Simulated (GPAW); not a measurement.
# How the form of the self-energy moves the gap of K2Pt (Fm-3m)

How much does the gap of K2Pt (Fm-3m) depend on the approximation to the self-energy?

Main program and level: GPAW 26.7.0; LDA and many-body steps on it, plane waves.

Report form: the programs' logs are mostly left out.

### Step 1. The starting structure

The structure is cubic, space group Fm-3m (No. 225). Conventional cell: a = 7.563 Å, b = 7.563 Å, c = 7.563 Å, α = 90.00°, β = 90.00°, γ = 90.00°. K has 4 Pt at 3.27 Å nearest. Pt has 8 K at 3.27 Å nearest. Farther neighbours are not listed.

Structure file:

```
K Pt
1.0
     0.00000    3.78146    3.78146
     3.78146    0.00000    3.78146
     3.78146    3.78146    0.00000
K Pt
2 1
Direct
  0.75000 0.75000 0.75000
  0.25000 0.25000 0.25000
  0.00000 0.00000 0.00000
```

The cell and positions are those that the Materials Project relaxed with its own functionals (PBE, PBE+U or r2SCAN), kept fixed. Spin-orbit coupling is left out unless a step names it.

### Step 2. Empty states on the mesh, 2×2×2 mesh, 373 bands

This step: GPAW 26.7.0; DFT, LDA, plane waves, PAW.

The sums over transitions need many empty states on a uniform mesh; this step solves for them.

Input file run.py:

```python
import json
import numpy as np
from gpaw.mpi import world
from gpaw import GPAW

calc = GPAW('gs.gpw').fixed_density(kpts={'size': (2, 2, 2), 'gamma': True},
    parallel={'domain': 1, 'band': 1},
    txt='nscf.txt')
calc.diagonalize_full_hamiltonian(nbands=373)
calc.write('full.gpw', mode='all')
res = {}
kpts = calc.get_ibz_k_points()
res['kpts'] = kpts
res['eigenvalues'] = [calc.get_eigenvalues(kpt=k) for k in range(len(kpts))]
res['n_electrons'] = calc.get_number_of_electrons()

if world.rank == 0:
    with open('result.json', 'w') as f:
        json.dump(res, f, default=lambda x: x.tolist())
```

Run with:

```console
> mpirun -n 3 gpaw python run.py
```

Elapsed: 8.2 s, on 3 MPI ranks of AMD EPYC 9R45, shared host; peak memory 1.6 GiB; 24 s of CPU time.

This step gave:

* gap: 1.314 eV
* k of the valence top: 0.5, 0.5, 0
* k of the conduction bottom: 0.5, 0.5, 0.5
* least direct gap: 1.384 eV
* k points computed: 3
* lowest point of the top converged band, above the valence top: 121.8610 eV

On this mesh the gap is 1.314 eV.

### Step 3. G0W0, Godby-Needs plasmon pole

G0W0 replaces the xc potential by the self-energy, built once from these orbitals. Only a window of levels is corrected, while the sums run over the empty bands that the input names.

This step: G0W0 on LDA, plane waves, PAW.

Input file run.py:

```python
import json
import numpy as np
from gpaw.mpi import world
from gpaw.response.g0w0 import G0W0

gw = G0W0('full.gpw',
    filename='gw',
    kpts=[0, 1, 2],
    bands=(15, 19),
    ecut=78,
    nbands=169,
    integrate_gamma='WS',
    ppa=True)
gw.calculate()
res = {mode: {k: v for k, v in r.items() if k != 'sigma_eskwn'}
       for mode, r in gw.all_results.items()}

if world.rank == 0:
    with open('result.json', 'w') as f:
        json.dump(res, f, default=lambda x: x.tolist())
```

Run with:

```console
> mpirun -n 4 gpaw python run.py
```

Elapsed: 8.5 s, on 4 MPI ranks; peak memory 1.3 GiB; 33 s of CPU time.

This step gave:

```yaml
g0w0_gap_on_the_points_computed: 2.222 eV
least_direct_g0w0_gap_on_the_computed_points: 2.326 eV
z_at_the_valence_top: 0.7657
z_at_the_conduction_bottom: 0.8196
starting_gap_on_the_mesh: 1.314 eV
k_of_the_valence_top: 0.5, 0.5, 0
k_of_the_conduction_bottom: 0.5, 0.5, 0.5
```

The gap on the mesh goes from 1.31 eV to 2.22 eV, a correction of +0.91 eV.

### Step 4. One-shot HSE06

This step: one-shot HSE06 levels on LDA orbitals, plane waves, PAW.

Input file run.py:

```python
import json
import numpy as np
from gpaw.mpi import world
from gpaw.hybrids.eigenvalues import non_self_consistent_eigenvalues

dft, vxc, vxc_hyb = non_self_consistent_eigenvalues('full.gpw', 'HSE06', 15, 19, kpt_indices=[0, 1, 2])
res = {'dft': dft[0], 'hybrid': (dft - vxc + vxc_hyb)[0]}
if world.rank == 0:
    with open('hybrid.txt', 'w') as f:
        for k, e0, e1 in zip([0, 1, 2], res['dft'], res['hybrid']):
            print(k, ' '.join(f'{x:9.4f}' for x in e0), '|', ' '.join(f'{x:9.4f}' for x in e1), file=f)

if world.rank == 0:
    with open('result.json', 'w') as f:
        json.dump(res, f, default=lambda x: x.tolist())
```

Run with:

```console
> mpirun -n 4 gpaw python run.py
```

Run time: 2.4 s. Hardware: 4 MPI ranks; peak memory 0.64 GiB.

This step gave:

- starting gap on the mesh: 1.314 eV
- hybrid gap on the mesh: 2.739 eV
- least direct hybrid gap on the computed points: 2.842 eV

### Step 5. G0W0, extrapolated in the cutoff

This step: G0W0 on LDA, plane waves, PAW.

Input file run.py:

```python
import json
import numpy as np
from gpaw.mpi import world
from gpaw.response.g0w0 import G0W0

gw = G0W0('full.gpw',
    filename='gw',
    kpts=[0, 1, 2],
    bands=(15, 19),
    ecut=130.0,
    integrate_gamma='WS',
    ppa=True,
    ecut_extrapolation=True)
gw.calculate()
res = {mode: {k: v for k, v in r.items() if k != 'sigma_eskwn'}
       for mode, r in gw.all_results.items()}

if world.rank == 0:
    with open('result.json', 'w') as f:
        json.dump(res, f, default=lambda x: x.tolist())
```

Run with:

```console
> mpirun -n 4 gpaw python run.py
```

Run time: 67 s. Hardware: 4 MPI ranks; peak memory 1.7 GiB.

This step gave:

```
quasiparticle gap on the points computed              : 2.278 eV
least direct quasiparticle gap on the computed points : 2.405 eV
Z at the valence top                                  : 0.7545
Z at the conduction bottom                            : 0.8151
starting gap on the mesh                              : 1.314 eV
k of the valence top                                  : 0.5, 0.5, 0
k of the conduction bottom                            : 0.5, 0.5, 0.5
gaps at the cutoffs of the extrapolation              : 2.243, 2.247, 2.250 eV
```

Against G0W0 in GPAW (2×2×2 mesh, 169 bands, screening to 78 eV, Godby-Needs plasmon pole), the gap moves by +0.055 eV.

### Step 6. One-shot PBE0

This step: one-shot PBE0 levels on LDA orbitals, plane waves, PAW.

Input file run.py:

```python
import json
import numpy as np
from gpaw.mpi import world
from gpaw.hybrids.eigenvalues import non_self_consistent_eigenvalues

dft, vxc, vxc_hyb = non_self_consistent_eigenvalues('full.gpw', 'PBE0', 15, 19, kpt_indices=[0, 1, 2])
res = {'dft': dft[0], 'hybrid': (dft - vxc + vxc_hyb)[0]}
if world.rank == 0:
    with open('hybrid.txt', 'w') as f:
        for k, e0, e1 in zip([0, 1, 2], res['dft'], res['hybrid']):
            print(k, ' '.join(f'{x:9.4f}' for x in e0), '|', ' '.join(f'{x:9.4f}' for x in e1), file=f)

if world.rank == 0:
    with open('result.json', 'w') as f:
        json.dump(res, f, default=lambda x: x.tolist())
```

Run with:

```console
> mpirun -n 4 gpaw python run.py
```

The job ended after 2.3 s (4 MPI ranks; peak memory 0.7 GiB; 8.4 s of CPU time).

This step gave:

| Item | Value |
| --- | --- |
| starting gap on the mesh | 1.314 eV |
| hybrid gap on the mesh | 3.551 eV |
| least direct hybrid gap on the computed points | 3.655 eV |

### Step 7. G0W0, full frequency, Hilbert transform

This step: G0W0 on LDA, plane waves, PAW.

Input file run.py:

```python
import json
import numpy as np
from gpaw.mpi import world
from gpaw.response.g0w0 import G0W0

gw = G0W0('full.gpw',
    filename='gw',
    kpts=[0, 1, 2],
    bands=(15, 19),
    ecut=78,
    nbands=169,
    integrate_gamma='WS',
    frequencies={'type': 'nonlinear', 'domega0': 0.1, 'omega2': 15.0},
    eta=0.1,
    nblocksmax=True)
gw.calculate()
res = {mode: {k: v for k, v in r.items() if k != 'sigma_eskwn'}
       for mode, r in gw.all_results.items()}

if world.rank == 0:
    with open('result.json', 'w') as f:
        json.dump(res, f, default=lambda x: x.tolist())
```

Run with:

```console
> mpirun -n 4 gpaw python run.py
```

Run time: 21 s. Hardware: 4 MPI ranks; peak memory 1.7 GiB.

This step gave:

```
G0W0 gap on the points computed              : 2.283 eV
least direct G0W0 gap on the computed points : 2.382 eV
starting gap on the mesh                     : 1.314 eV
k of the valence top                         : 0.5, 0.5, 0
k of the conduction bottom                   : 0.5, 0.5, 0.5
```

Against G0W0 in GPAW (2×2×2 mesh, 169 bands, screening to 78 eV, Godby-Needs plasmon pole), the gap moves by +0.060 eV.

### Step 8. Side by side

Times are wall times on 4 MPI ranks of AMD EPYC 9R45, shared host, good to a factor of about two.

```csv
run,mesh,bands,screening cutoff (eV),DFT gap (eV),gap on the mesh (eV),direct (eV),time
"G0W0, Godby-Needs plasmon pole",2×2×2,169,78,1.314,2.222,2.326,8.5 s
one-shot HSE06,2×2×2,-,-,1.314,2.739,2.842,2.4 s
"G0W0, extrapolated in the cutoff",2×2×2,-,130,1.314,2.278,2.405,67 s
one-shot PBE0,2×2×2,-,-,1.314,3.551,3.655,2.3 s
"G0W0, full frequency, Hilbert transform",2×2×2,169,78,1.314,2.283,2.382,21 s
```

### Step 9. Results

* G0W0, Godby-Needs plasmon pole: 2.222 eV
* one-shot HSE06: 2.739 eV
* G0W0, extrapolated in the cutoff: 2.278 eV
* one-shot PBE0: 3.551 eV
* G0W0, full frequency, Hilbert transform: 2.283 eV
* known limits: not at the basis limit; no spin polarisation; d states lean on the start; no spin-orbit coupling; coarse k mesh

In words: One-shot HSE06: +0.517 eV against G0W0, Godby-Needs plasmon pole. G0W0, extrapolated in the cutoff: +0.055 eV against G0W0, Godby-Needs plasmon pole, at other bands or cutoff, so not like for like. One-shot PBE0: +1.329 eV against G0W0, Godby-Needs plasmon pole. G0W0, full frequency, Hilbert transform: +0.060 eV against G0W0, Godby-Needs plasmon pole. One-shot hybrid levels are evaluated on the LDA orbitals. Bands and cutoff are finite, so the gap is not at the basis limit. The miss can reach some tenths of an eV and take either sign; the mesh is an error of its own. These stock PAW sets were not made for GW. The program warns of a poor linear fit in the extrapolation of some level, so the extrapolated values are rough. The 2×2×2 mesh is coarse for this cell, which bears on the long-range parts of exchange and screening. The runs have no spin polarisation. For a closed low-spin shell that is the natural state; where a d or f shell is open it is a constraint, and the gap is then not the crystal's own. With d states at the gap, one-shot GW leans hard on its start. The many-body steps are scalar-relativistic: spin-orbit coupling is not in them.

[Paths, hosts, dates, memory and timing lines, banners, echoed tables and standing remarks are left out of the program output.]

[Logs are printed without paths, hosts, clocks, repeated set-up lines and the standing remarks that a program may print on its own settings, such as how far it seeks lower states.]

[Runs of the session that timed out or met a known fault of the program may be left out.]

[Hosts, paths, dates, database ids (printed as entryN), source tags and the programs' standing remarks are cut or masked in the printed files.]
